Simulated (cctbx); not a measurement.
# A crystallographic session in cctbx: EuMoS3

Library: cctbx 2025.11. The data are simulated by the first script.

## 1. Simulate the data

run.py:

```python
from cctbx import adptbx, crystal, miller, sgtbx, xray
from cctbx.array_family import flex
from iotbx.shelx import hklf
from scitbx import matrix
import scitbx.random

cs = crystal.symmetry(unit_cell=(4.872, 4.872, 4.872, 90, 90, 90), space_group_symbol='Hall: -P 4 2 3')  # Pm-3m
atoms = [  # label, site, U (iso, or U11 U22 U33 U12 U13 U23 in A^2), occupancy
    ("Eu1", (0, 0, 0), (0.0033, 0.0033, 0.0033, -0.0000, -0.0000, -0.0000), 1),
    ("Mo1", (0.5, 0.5, 0.5), (0.0042, 0.0042, 0.0042, -0.0000, 0.0000, -0.0000), 1),
    ("S1", (0.5, 0, 0.5), (0.0048, 0.0047, 0.0048, -0.0000, 0.0000, 0.0000), 1),
]
xs = xray.structure(crystal_symmetry=cs)
for label, site, u, occ in atoms:
    u = adptbx.u_cif_as_u_star(cs.unit_cell(), u) if isinstance(u, tuple) else u
    xs.add_scatterer(xray.scatterer(label, site=site, u=u, occupancy=occ))
xs.set_inelastic_form_factors(0.71073, "sasaki")
xs.show_summary()
p1 = xs.expand_to_p1()
ms = miller.build_set(p1, anomalous_flag=True, d_min=0.84)
flex.set_random_seed(802380)
scitbx.random.set_random_seed(802380)
ms = ms.select(flex.random_double(ms.size()) < 0.5)
i = ms.structure_factors_from_scatterers(p1, algorithm="direct").f_calc().as_intensity_array().data()
i = i * 5000 / flex.max(i)
sig = flex.sqrt(i + flex.pow2(0.03 * i) + 2 ** 2)
noise = scitbx.random.variate(scitbx.random.normal_distribution())(i.size())
data = ms.array(data=i + sig * noise, sigmas=sig).set_observation_type_xray_intensity()
with open("data.hkl", "w") as f:
    data.export_as_shelx_hklf(f)
print("reflections written:", data.size(), " <I/sigma> = %.1f" % flex.mean(data.data() / data.sigmas()))
for h, a, b in list(data.sort("data"))[:12]:
    print("%4d%4d%4d %9.1f %7.1f" % (h + (a, b)))
```

```console
$ python run.py
```

```text
Number of scatterers: 3
At special positions: 3
Unit cell: (4.872, 4.872, 4.872, 90, 90, 90)
Space group: P m -3 m (No. 221)
reflections written: 405  <I/sigma> = 15.5
   0  -2   0    5180.5   165.8
   0   0  -2    5058.3   165.8
  -2   0   0    5056.7   165.8
  -2   2   0    3871.2   126.0
   0   2   2    3799.5   126.0
   2   0   2    3748.6   126.0
  -2   0   2    3738.8   126.0
   0   2  -2    3673.8   126.0
  -2  -2   0    3649.7   126.0
   2  -2   0    3588.0   126.0
   0  -2  -2    3452.7   126.0
  -2  -2   2    3276.6   103.9
```

Run time: 0.21 s on 1 thread of Arm Neoverse V2 (shared host), peak memory 0.07 GiB.

## 2. Refinement (right model, isotropic)

run.py:

```python
import math
from cctbx import adptbx, crystal, maptbx, sgtbx, xray
from cctbx.array_family import flex
from cctbx.xray import observations
from iotbx.shelx import hklf
from scitbx.lstbx import normal_eqns_solving
from smtbx import absolute_structure, utils
from smtbx.refinement import constraints, least_squares

cs = crystal.symmetry(unit_cell=(4.872, 4.872, 4.872, 90, 90, 90), space_group_symbol='Hall: -P 4 2 3')  # Pm-3m
atoms = [  # label, site, U (iso, or U11 U22 U33 U12 U13 U23 in A^2), occupancy
    ("Eu1", (0, 0, 0), 0.0200, 1),
    ("Mo1", (0.5, 0.5, 0.5), 0.0200, 1),
    ("S1", (0.5, 0, 0.5), 0.0200, 1),
]
xs = xray.structure(crystal_symmetry=cs)
for label, site, u, occ in atoms:
    u = adptbx.u_cif_as_u_star(cs.unit_cell(), u) if isinstance(u, tuple) else u
    xs.add_scatterer(xray.scatterer(label, site=site, u=u, occupancy=occ))
xs.set_inelastic_form_factors(0.71073, "sasaki")
raw = hklf.reader(file_name="data.hkl").as_miller_arrays(crystal_symmetry=cs, anomalous=True)[0]
merged = raw.eliminate_sys_absent().merge_equivalents()
fo2 = merged.array().set_observation_type_xray_intensity()
print("Rint %.3f, %d unique reflections to %.2f A" % (merged.r_int(), fo2.size(), fo2.d_min()))
for sc in xs.scatterers():
    sc.flags.set_grad_site(True)
    sc.flags.set_grad_u_aniso(sc.flags.use_u_aniso())
    sc.flags.set_grad_u_iso(sc.flags.use_u_iso())
obs = fo2.as_xray_observations()
extra = {}
rep = constraints.reparametrisation(xs, [], utils.connectivity_table(xs), **extra)
ls = least_squares.crystallographic_ls(obs, rep, weighting_scheme=least_squares.mainstream_shelx_weighting(a=0, b=0))
print("cycle     R1     wR2    GooF  max shift (A)")
for cycle in range(8):
    ls.build_up()
    r1, wr2, goof = ls.r1_factor(cutoff_factor=2)[0], ls.wR2(), ls.goof()
    old = xs.sites_cart()
    normal_eqns_solving.levenberg_marquardt_iterations(ls, n_max_iterations=3, tau=1e-06, step_threshold=1e-7)
    big = flex.max((xs.sites_cart() - old).norms())
    print("%4d %7.4f %7.4f %7.3f %9.5f" % (cycle + 1, r1, wr2, goof, big))
    ls.build_up(objective_only=True)
    if abs(ls.wR2() - wr2) < 5e-5 and big < 5e-4:
        break
ls.build_up()
print("final R1 %.4f wR2 %.4f GooF %.3f  parameters %d  data/parameter %.1f" % (ls.r1_factor(cutoff_factor=2)[0], ls.wR2(), ls.goof(), ls.n_parameters, fo2.size() / ls.n_parameters))
cov = ls.covariance_matrix_and_annotations()
su = dict(zip(cov.annotations, (math.sqrt(max(v, 0)) for v in cov.matrix.matrix_packed_u_diagonal())))
a2 = cs.unit_cell().reciprocal_parameters()[0] ** -2
print("atom        x        y        z      Ueq    occ   su(xyz)  su(Uiso or U11)")
for sc in xs.scatterers():
    s = max(su.get(sc.label + k, 0) for k in (".x", ".y", ".z"))
    npd = "" if sc.is_positive_definite_u(cs.unit_cell()) else "  NPD"
    print("%-5s %8.5f %8.5f %8.5f %8.4f %6.3f %8.5f %7.4f%s" % ((sc.label,) + sc.site + (sc.u_iso_or_equiv(cs.unit_cell()), sc.occupancy, s, su.get(sc.label + ".uiso", su.get(sc.label + ".u11", 0) * a2), npd)))
fo = fo2.f_sq_as_f()
fc = fo.structure_factors_from_scatterers(xs, algorithm="direct").f_calc()
diff = fo.f_obs_minus_f_calc(1 / math.sqrt(ls.scale_factor()), fc).average_bijvoet_mates()
m = diff.fft_map(symmetry_flags=maptbx.use_space_group_symmetry, resolution_factor=0.25).apply_volume_scaling()
print("difference map: max %.2f min %.2f rms %.2f" % (m.statistics().max(), m.statistics().min(), m.statistics().sigma()))
peaks = m.peak_search(parameters=maptbx.peak_search_parameters(min_distance_sym_equiv=0.6, max_clusters=6)).all()
near = xs.closest_distances(peaks.sites(), distance_cutoff=4)
sps = cs.special_position_settings(min_distance_sym_equiv=0.5)
for k, (x, h) in enumerate(zip(peaks.sites(), peaks.heights())):
    ss = sps.site_symmetry(x)
    print("Q%-3d %7.4f %7.4f %7.4f %4d %7.2f  %.2f A from %s" % ((k + 1,) + tuple(t % 1 for t in ss.exact_site()) + (ss.multiplicity(), h, near.smallest_distances[k], xs.scatterers()[near.i_seqs[k]].label)))
```

```console
$ python run.py
```

```text
Rint 0.032, 36 unique reflections to 0.85 A
cycle     R1     wR2    GooF  max shift (A)
   1  0.1081  0.2312  13.941   0.00000
   2  0.0073  0.0155   0.937   0.00000
final R1 0.0073 wR2 0.0155 GooF 0.937  parameters 3  data/parameter 12.0
atom        x        y        z      Ueq    occ   su(xyz)  su(Uiso or U11)
Eu1    0.00000  0.00000  0.00000   0.0033  1.000  0.00000  0.0002
Mo1    0.50000  0.50000  0.50000   0.0043  1.000  0.00000  0.0002
S1     0.50000  0.00000  0.50000   0.0050  1.000  0.00000  0.0003
difference map: max 0.29 min -0.28 rms 0.07
Q1    0.0000  0.0000  0.4255    6    0.29  2.07 A from Eu1
Q2    0.0000  0.0000  0.0000    1    0.19  0.00 A from Eu1
Q3    0.3066  0.5000  0.5000    6    0.14  0.94 A from Mo1
Q4    0.0000  0.5000  0.5000    3    0.14  0.00 A from S1
Q5    0.3555  0.3555  0.3555    8    0.12  1.22 A from Mo1
Q6    0.5000  0.5000  0.5000    1    0.11  0.00 A from Mo1
```

Time: 0.36 s.

## 3. Refinement (right model, anisotropic)

run.py, as its changes from the last script of this kind:

```diff
@@ -12,3 +12,3 @@
-    ("Eu1", (0, 0, 0), 0.0200, 1),
-    ("Mo1", (0.5, 0.5, 0.5), 0.0200, 1),
-    ("S1", (0.5, 0, 0.5), 0.0200, 1),
+    ("Eu1", (0, 0, 0), 0.0033, 1),
+    ("Mo1", (0.5, 0.5, 0.5), 0.0043, 1),
+    ("S1", (0.5, 0, 0.5), 0.0050, 1),
@@ -20,0 +21 @@
+xs.convert_to_anisotropic()
```

```console
$ python run.py
```

```text
Rint 0.032, 36 unique reflections to 0.85 A
cycle     R1     wR2    GooF  max shift (A)
   1  0.0073  0.0155   0.952   0.00000
final R1 0.0072 wR2 0.0155 GooF 0.949  parameters 4  data/parameter 9.0
atom        x        y        z      Ueq    occ   su(xyz)  su(Uiso or U11)
Eu1    0.00000  0.00000  0.00000   0.0033  1.000  0.00000  0.0002
Mo1    0.50000  0.50000  0.50000   0.0043  1.000  0.00000  0.0002
S1     0.50000  0.00000  0.50000   0.0049  1.000  0.00000  0.0004
difference map: max 0.28 min -0.28 rms 0.07
Q1    0.0000  0.0000  0.4276    6    0.28  2.08 A from Eu1
Q2    0.0000  0.0000  0.0000    1    0.19  0.00 A from Eu1
Q3    0.3107  0.5000  0.5000    6    0.14  0.92 A from Mo1
Q4    0.0000  0.5000  0.5000    3    0.13  0.00 A from S1
Q5    0.3521  0.3521  0.3521    8    0.12  1.25 A from Mo1
Q6    0.5000  0.5000  0.5000    1    0.11  0.00 A from Mo1
```

Time: 0.31 s.

## 4. Refinement

run.py, as its changes from the last script of this kind:

```diff
@@ -20 +20 @@
-xs.set_inelastic_form_factors(0.71073, "sasaki")
+# no anomalous dispersion
@@ -35 +35 @@
-for cycle in range(8):
+for cycle in range(12):
```

```console
$ python run.py
```

```text
Rint 0.032, 36 unique reflections to 0.85 A
cycle     R1     wR2    GooF  max shift (A)
   1  0.0358  0.0839   5.139   0.00000
   2  0.0136  0.0305   1.866   0.00000
final R1 0.0136 wR2 0.0305 GooF 1.866  parameters 4  data/parameter 9.0
atom        x        y        z      Ueq    occ   su(xyz)  su(Uiso or U11)
Eu1    0.00000  0.00000  0.00000   0.0029  1.000  0.00000  0.0004
Mo1    0.50000  0.50000  0.50000   0.0085  1.000  0.00000  0.0005
S1     0.50000  0.00000  0.50000   0.0035  1.000  0.00000  0.0008
difference map: max 0.62 min -1.03 rms 0.14
Q1    0.0000  0.0000  0.0000    1    0.62  0.00 A from Eu1
Q2    0.0000  0.0000  0.5000    3    0.41  2.44 A from S1
Q3    0.0000  0.5000  0.5000    3    0.26  0.00 A from S1
Q4    0.3634  0.3634  0.3634    8    0.22  1.15 A from Mo1
Q5    0.2917  0.5000  0.5000    6    0.21  1.01 A from Mo1
Q6    0.0000  0.1632  0.3349   24    0.15  1.82 A from Eu1
```

Time: 0.36 s.

This run holds a fault made on purpose: anomalous dispersion left out.

## 5. Refinement

run.py, as its changes from the last script of this kind:

```diff
@@ -20 +20 @@
-# no anomalous dispersion
+xs.set_inelastic_form_factors(0.71073, "sasaki")
@@ -23 +23 @@
-merged = raw.eliminate_sys_absent().merge_equivalents()
+merged = raw.eliminate_sys_absent().resolution_filter(d_min=1.3).merge_equivalents()
```

```console
$ python run.py
```

```text
Rint 0.030, 14 unique reflections to 1.30 A
cycle     R1     wR2    GooF  max shift (A)
   1  0.0064  0.0148   1.041   0.00000
   2  0.0059  0.0112   0.787   0.00000
final R1 0.0059 wR2 0.0112 GooF 0.787  parameters 4  data/parameter 3.5
atom        x        y        z      Ueq    occ   su(xyz)  su(Uiso or U11)
Eu1    0.00000  0.00000  0.00000   0.0019  1.000  0.00000  0.0005
Mo1    0.50000  0.50000  0.50000   0.0029  1.000  0.00000  0.0006
S1     0.50000  0.00000  0.50000   0.0030  1.000  0.00000  0.0012
difference map: max 0.11 min -0.08 rms 0.04
Q1    0.5000  0.5000  0.5000    1    0.11  0.00 A from Mo1
Q2    0.0000  0.0000  0.3521    6    0.09  1.72 A from Eu1
```

Time: 0.4 s.

This run holds a fault made on purpose: data cut at low resolution.

## 6. Refinement

run.py, as its changes from the last script of this kind:

```diff
@@ -14,0 +15 @@
+    ("S2", (0.656, 0.032, 0.954), 0.0300, 1),
@@ -21 +21,0 @@
-xs.convert_to_anisotropic()
@@ -23 +23 @@
-merged = raw.eliminate_sys_absent().resolution_filter(d_min=1.3).merge_equivalents()
+merged = raw.eliminate_sys_absent().merge_equivalents()
```

```console
$ python run.py
```

```text
Rint 0.032, 36 unique reflections to 0.85 A
cycle     R1     wR2    GooF  max shift (A)
   1  0.4220  0.7746  48.188   0.19243
   2  0.2267  0.5741  35.716   0.92828
   3  0.0480  0.2429  15.109   0.39985
   4  0.0838  0.3146  19.572   0.00000
final R1 0.0838 wR2 0.3146 GooF 19.572  parameters 5  data/parameter 7.2
atom        x        y        z      Ueq    occ   su(xyz)  su(Uiso or U11)
Eu1    0.00000  0.00000  0.00000   0.0039  1.000  0.00000  0.0047
Mo1    0.50000  0.50000  0.50000   0.0049  1.000  0.00000  0.0055
S1     0.50000  0.00000  0.50000   0.0056  1.000  0.00000  0.0080
S2     0.50804  0.00000  1.00000   0.4399  1.000  0.45859  0.1343
difference map: max 11.08 min -3.96 rms 1.01
Q1    0.0000  0.0000  0.0000    1   11.08  0.00 A from Eu1
Q2    0.5000  0.5000  0.5000    1    6.68  0.00 A from Mo1
Q3    0.0000  0.5000  0.5000    3    2.65  0.00 A from S1
Q4    0.3559  0.3559  0.3559    8    1.28  1.22 A from Mo1
Q5    0.2687  0.5000  0.5000    6    1.04  1.13 A from Mo1
Q6    0.1468  0.1468  0.1468    8    0.83  1.24 A from Eu1
```

Run time: 0.5 s on 1 thread of Arm Neoverse V2, with other jobs on the host, peak memory 0.09 GiB.

This run holds a fault made on purpose: spurious atom: S2.

[Logs are printed without paths, hosts, clocks, repeated set-up lines and the standing remarks that a program may print on its own settings, such as how far it seeks lower states.]
